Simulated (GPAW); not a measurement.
## How GaN absorbs and reflects light

Aim: the dielectric function of GaN, and the optical constants that follow from it. The cell comes from an older database entry, whose edges can differ from later determinations, mostly by under a per cent.

Calculated with GPAW 26.7.0; DFT, LDA, plane-wave PAW (GPAW data sets), scalar-relativistic, RPA, optical limit.

The database entry behind the starting cell differs from later determinations by our own check (about 0.3 % short, ideal inner coordinate), so it need not match the best structure at ambient conditions.

## 1. Starting point

The structure is hexagonal, space group P6_3mc (No. 186). Conventional cell: a = 3.180 Å, b = 3.180 Å, c = 5.166 Å, α = 90.00°, β = 90.00°, γ = 120.00°. Nearest to Ga lie 4 N at 1.94 to 1.95 Å. Nearest to N lie 4 Ga at 1.94 to 1.95 Å. Farther neighbours and most contacts between anions are not listed.

## 2. Ground state

First the ground state: is it a metal or has it a gap?

This step: DFT, LDA, plane-wave PAW (GPAW data sets), scalar-relativistic, ground state (GPAW 26.7.0).

File gs.py:

```python
from ase import Atoms
from ase.dft.bandgap import bandgap
from gpaw import GPAW, PW, FermiDirac

atoms = Atoms(['Ga', 'Ga', 'N', 'N'],
              cell=[[3.179999999980, 0.000000000000, 0.000000000000],
                    [-1.589999999990, 2.753960784017, 0.000000000000],
                    [0.000000000000, 0.000000000000, 5.166000000000]],
              scaled_positions=[[0.666666666667, 0.333333333333, 0.500000000000],
                                [0.333333333333, 0.666666666667, 0.000000000000],
                                [0.666666666667, 0.333333333333, 0.875000000000],
                                [0.333333333333, 0.666666666667, 0.375000000000]],
              pbc=[True, True, True])
atoms.calc = GPAW(mode=PW(450), xc='LDA', kpts={'size': (9, 9, 5), 'gamma': True},
                  occupations=FermiDirac(0.05), maxiter=150, txt='gs.txt')
print('energy (eV)', atoms.get_potential_energy())
print('Fermi level (eV)', atoms.calc.get_fermi_level())
print('valence electrons', atoms.calc.get_number_of_electrons())
print('gap (eV)', bandgap(atoms.calc, output=None)[0])
print('direct gap (eV)', bandgap(atoms.calc, direct=True, output=None)[0])
atoms.calc.write('gs.gpw')
```

The run is started by

```sh
> OMP_NUM_THREADS=1 python gs.py
```

Numbers of over 12 decimals in the logs are rounded to 6 here.

The log of the run:

```text
__  _  _
 | _ |_)|_||  |
 |__||  | ||/\| - 26.7.0

Versions:
  Python: 3.12.14
  ASE:    3.29.0
  Numpy:  2.5.5
  Scipy:  1.18.1
  Libxc:  7.0.0

Input parameters:
  mode=PW(ecut=450.000000),
  kpts=MonkhorstPack(size=(9, 9, 5), gamma=True),
  maxiter=150,
  occupations=Occupations(name='fermi-dirac', width=0.05, fixmagmom=False),
  xc=XC(name='LDA')

Diagonalizing LCAO Hamiltonian
Converting LCAO to pw mode

           N

           Ga
        N

        Ga

Atoms  # Å, Bohr magnetons
|   | symbol |         x |        y |        z |    initial magnetic moments |
| 0 |     Ga |  1.590000 | 0.917987 | 2.583000 | ( 0.0000,  0.0000,  0.0000) |
| 1 |     Ga | -0.000000 | 1.835974 | 0.000000 | ( 0.0000,  0.0000,  0.0000) |
| 2 |      N |  1.590000 | 0.917987 | 4.520250 | ( 0.0000,  0.0000,  0.0000) |
| 3 |      N | -0.000000 | 1.835974 | 1.937250 | ( 0.0000,  0.0000,  0.0000) |

Unit cell  # Å
| periodic |         x |        y |        z |  lengths |     angles |
|      yes |  3.180000 | 0.000000 | 0.000000 | 3.180000 |  90.000000 |
|      yes | -1.590000 | 2.753961 | 0.000000 | 3.180000 |  90.000000 |
|      yes |  0.000000 | 0.000000 | 5.166000 | 5.166000 | 120.000000 |

Number of symmetries: 6
Symmetry operations  # r_c * U_cc + t_c -> r_c
|   | kind |            matrix            |
| 0 |  σ   |  1, 1, 0,  0,-1, 0,  0, 0, 1 |
| 1 |  E   |  1, 0, 0,  0, 1, 0,  0, 0, 1 |
| 2 |  C3  |  0, 1, 0, -1,-1, 0,  0, 0, 1 |
| 3 |  σ   |  0,-1, 0, -1, 0, 0,  0, 0, 1 |
| 4 |  σ   | -1, 0, 0,  1, 1, 0,  0, 0, 1 |
| 5 |  C3  | -1,-1, 0,  1, 0, 0,  0, 0, 1 |

BZ-sampling:
  Number of BZ points: 405
  Number of IBZ points: 50

  Monkhorst-Pack size: [9, 9, 5]
  Monkhorst-Pack shift: [0, 0, 0]

K-points  # in reciprocal-cell coordinates
|     |                                coordinates |     weight |
|   0 | (  0.00000000,   0.00000000,   0.00000000) | 0.00246914 |
|   1 | (  0.00000000,   0.00000000,   0.20000000) | 0.00493827 |
|   2 | (  0.00000000,   0.00000000,   0.40000000) | 0.00493827 |
|   3 | (  0.11111111,   0.00000000,  -0.40000000) | 0.01481481 |
|   4 | (  0.11111111,   0.00000000,  -0.20000000) | 0.01481481 |
|   5 | (  0.11111111,   0.00000000,   0.00000000) | 0.01481481 |
|   6 | (  0.11111111,   0.00000000,   0.20000000) | 0.01481481 |
|   7 | (  0.11111111,   0.00000000,   0.40000000) | 0.01481481 |
|   8 | (  0.22222222,  -0.11111111,   0.00000000) | 0.01481481 |
|   9 | (  0.22222222,  -0.11111111,   0.20000000) | 0.02962963 |
| ... |                                            |            |
|  49 | (  0.44444444,   0.44444444,   0.40000000) | 0.02962963 |

Plane wave coefficients: 1014
Cutoff: 450.000000 eV

Spin-components: 1 (collinear spins)
Bands:           14
Projectors:      20
Spin-degeneracy: 2
Datatype:        complex128

Parallelization:
  kpt:    1
  domain: 1
  band:   1

Density:
  Valence electrons: 16.0
  Components: 1
  Grid points: [16 16 27]
  Charge: 0.0  # |e|

Potential:
  Grid points: [16 16 27]

species:
  Ga:
    name:    Gallium
    id:
    Z:       31.0
    valence: 3
    core:    28
    charge:  0.0  # [|e|]
    compensation charges:
      type: gauss
      rc: 0.37  # [Å]
      lmax: 2
    cutoffs:
      filter: 2.06  # [Å]
      core: 4.17  # [Å]
    projectors
    | kind |    occ | energy [eV] | rcut [Å] |
    |   4s |  2.000 |      -9.167 |    1.164 |
    |   4p |  1.000 |      -2.734 |    1.164 |
    |    s |        |      18.045 |    1.164 |
    |    p |        |      24.478 |    1.164 |
    |    d |        |       0.000 |    1.164 |

    Using partial waves for Ga as LCAO basis

  N:
    name:    Nitrogen
    id:
    Z:       7.0
    valence: 5
    core:    2
    charge:  0.0  # [|e|]
    compensation charges:
      type: gauss
      rc: 0.18  # [Å]
      lmax: 2
    cutoffs:
      filter: 1.11  # [Å]
      core: 0.96  # [Å]
    projectors
    | kind |    occ | energy [eV] | rcut [Å] |
    |   2s |  2.000 |     -18.420 |    0.603 |
    |   2p |  3.000 |      -7.237 |    0.529 |
    |    s |        |       8.791 |    0.603 |
    |    p |        |      19.974 |    0.529 |
    |    d |        |       0.000 |    0.577 |

    Using partial waves for N as LCAO basis

Reference energy: -108557.861093  # eV

eigensolver:
  PPCG
  Converge bands: occupied
  niter=2

density mixing:
  MSR1-Mixer
  Pratt-step length: 0.05
  Maximum mixing coefficient: 0.75
  Old densities: 10
  SVD Regularization: 0.005
  Good broyden scale: 1.0
  Trust region scale: 1.0
  Backstep threshold: 4.0
  History deletion threshold: 6.0
  Fourier metric: weight=20.0, sigma=0.015

occupation numbers:
  Fermi-Dirac:
    width: 0.0500  # eV

poisson solver:
  ecut: 3600.000000  # eV

xc functional:
  name: None

convergence criteria:
- Maximum [total energy] change in last 3 cyles: 0.0005 eV / valence electron
- Maximum integral of absolute [dens]ity change: 0.0001 electrons / valence electron
- Maximum integral of absolute [eigenst]ate change: 4e-08 eV^2 / valence electron
maximum number of iterations: 150

SCF iterations
|iter     |      energy | eigst |  dens |
|iter:   1||  -28.509610 | -0.31 |       |
|iter:   2||  -27.754612 | -1.72 | -0.60 |
|iter:   3||  -25.592602 | -0.45 | -0.65 |
|iter:   4||  -25.553164 | -2.44 | -1.28 |
|iter:   5||  -25.542433 | -3.33 | -1.62 |
|iter:   6||  -25.542454 | -5.01 | -2.84 |
|iter:   7||  -25.542463c| -6.31 | -3.23 |
|iter:   8||  -25.542462c| -7.06 | -4.13c|
|iter:   9||  -25.542462c| -7.72c| -4.50c|

Converged in 9 steps
SCF loop duration: 7.215 s (0.802 s/step)
Energy contributions relative to reference atoms: (reference = -108557.861093)

Energy contributions:
  Kinetic:          59.792487
  Coulomb:         -50.032302
  Zero:             -0.018398
  External:          0.000000
  Xc:              -35.284250
  Entropy:          -0.000000
  Spinorbit:         0.000000
  ----------------------------
  Free energy:     -25.542462
  Extrapolated:    -25.542462

dipole moment: (-0.000025, -0.000039, -11.593715)  # |e|*Ang

Fermi level: 7.160
Eigenvalues  # (at kpt = [0.000, 0.000, 0.000])
| band index |      eig [eV] | occ [0-2] |
|          0 |        -9.813 |     2.000 |
|          1 |        -7.391 |     2.000 |
|          2 |        -0.944 |     2.000 |
|          3 |         5.211 |     2.000 |
|          4 |         5.211 |     2.000 |
|          5 |         6.172 |     2.000 |
|          6 |         6.217 |     2.000 |
|          7 |         6.217 |     2.000 |
|          8 |         8.182 |     0.000 |
|          9 |        10.469 |     0.000 |
|         10 |        15.624 |     0.000 |
|         11 |        16.035 |     0.000 |
|         12 |        16.035 |     0.000 |
|         13 |        16.966 |     0.000 |

Gap: 1.965 eV
Transition (v -> c):
  (s=0, k=0, n=7, [0.00, 0.00, 0.00]) -> (s=0, k=0, n=8, [0.00, 0.00, 0.00])
No difference between direct/indirect transitions

--- standard output ---
energy (eV) -25.542462
Fermi level (eV) 7.160488
valence electrons 16.0
gap (eV) 1.965091
direct gap (eV) 1.965091
```

Elapsed: 8.7 s, on 1 thread of Arm Neoverse V2, shared host; peak memory 0.15 GiB.

Read-outs, printed or worked out from the files:

| Item | Value |
| --- | --- |
| energy | -25.54 eV |
| Fermi energy | 7.160 eV |
| gap on the k-mesh | 1.965 eV |
| direct gap on the mesh | 1.965 eV |
| electrons | 16 |

There is a gap, 1.97 eV on this mesh (points off the mesh can give less), so no carriers' term is needed.

## 3. Bands for the response

The response needs many more empty bands than the density does.

This step: DFT, LDA, plane-wave PAW (GPAW data sets), scalar-relativistic, bands at fixed density (GPAW 26.7.0).

File nscf.py:

```python
from ase.dft.bandgap import bandgap
from gpaw import GPAW, FermiDirac

calc = GPAW('gs.gpw').fixed_density(kpts={'size': (12, 12, 6), 'gamma': True}, nbands=38, convergence={'bands': 32},
                                    occupations=FermiDirac(0.001), txt='nscf.txt')
print('gap (eV)', bandgap(calc, output=None)[0])
print('direct gap (eV)', bandgap(calc, direct=True, output=None)[0])
print('top band over the Fermi level (eV)', min(calc.get_eigenvalues(kpt=k)[31] for k in range(len(calc.get_ibz_k_points()))) - calc.get_fermi_level())
calc.write('full.gpw', mode='all')
```

The run is started by

```sh
> OMP_NUM_THREADS=1 python nscf.py
```

The log of the run:

```text
Diagonalizing LCAO Hamiltonian
Converting LCAO to pw mode
convergence criteria:
- Maximum integral of absolute [eigenst]ate change: 4e-08 eV^2 / valence electron
maximum number of iterations: 150

SCF iterations
|iter     |      energy | eigst |  dens |
|iter:   1||             | +3.11 |       |
|iter:   2||             | +1.40 |       |
|iter:   3||             | +0.13 |       |
|iter:   4||             | -0.96 |       |
|iter:   5||             | -2.26 |       |
|iter:   6||             | -3.62 |       |
|iter:   7||             | -4.86 |       |
|iter:   8||             | -6.08 |       |
|iter:   9||             | -7.08 |       |
|iter:  10||             | -7.60c|       |
SCF steps: 10
  __  _  _
 | _ |_)|_||  |
 |__||  | ||/\| - 26.7.0

Versions:
  Python: 3.12.14
  ASE:    3.29.0
  Numpy:  2.5.5
  Scipy:  1.18.1
  Libxc:  7.0.0

Input parameters:
  mode=PW(ecut=450.000000),
  convergence={'bands': 32},
  gpts=array([16, 16, 27]),
  kpts=MonkhorstPack(size=(12, 12, 6), gamma=True),
  maxiter=150,
  nbands=38,
  occupations=Occupations(name='fermi-dirac', width=0.001, fixmagmom=False),
  parallel={},
  xc=XC(name='LDA')

--- standard output ---
gap (eV) 1.965091
direct gap (eV) 1.965091
top band over the Fermi level (eV) 27.530179
```

Run time: 48 s. Hardware: 1 thread; peak memory 0.22 GiB.

[end of part 1 of 2]

[Machine, clock and banner lines and Python warnings are left out of the logs.]

[Logs are printed without paths, hosts, clocks, repeated set-up lines and the standing remarks that a program may print on its own settings, such as how far it seeks lower states.]

[Hosts, paths, dates, database ids (printed as entryN), source tags and the programs' standing remarks are cut or masked in the printed files.]
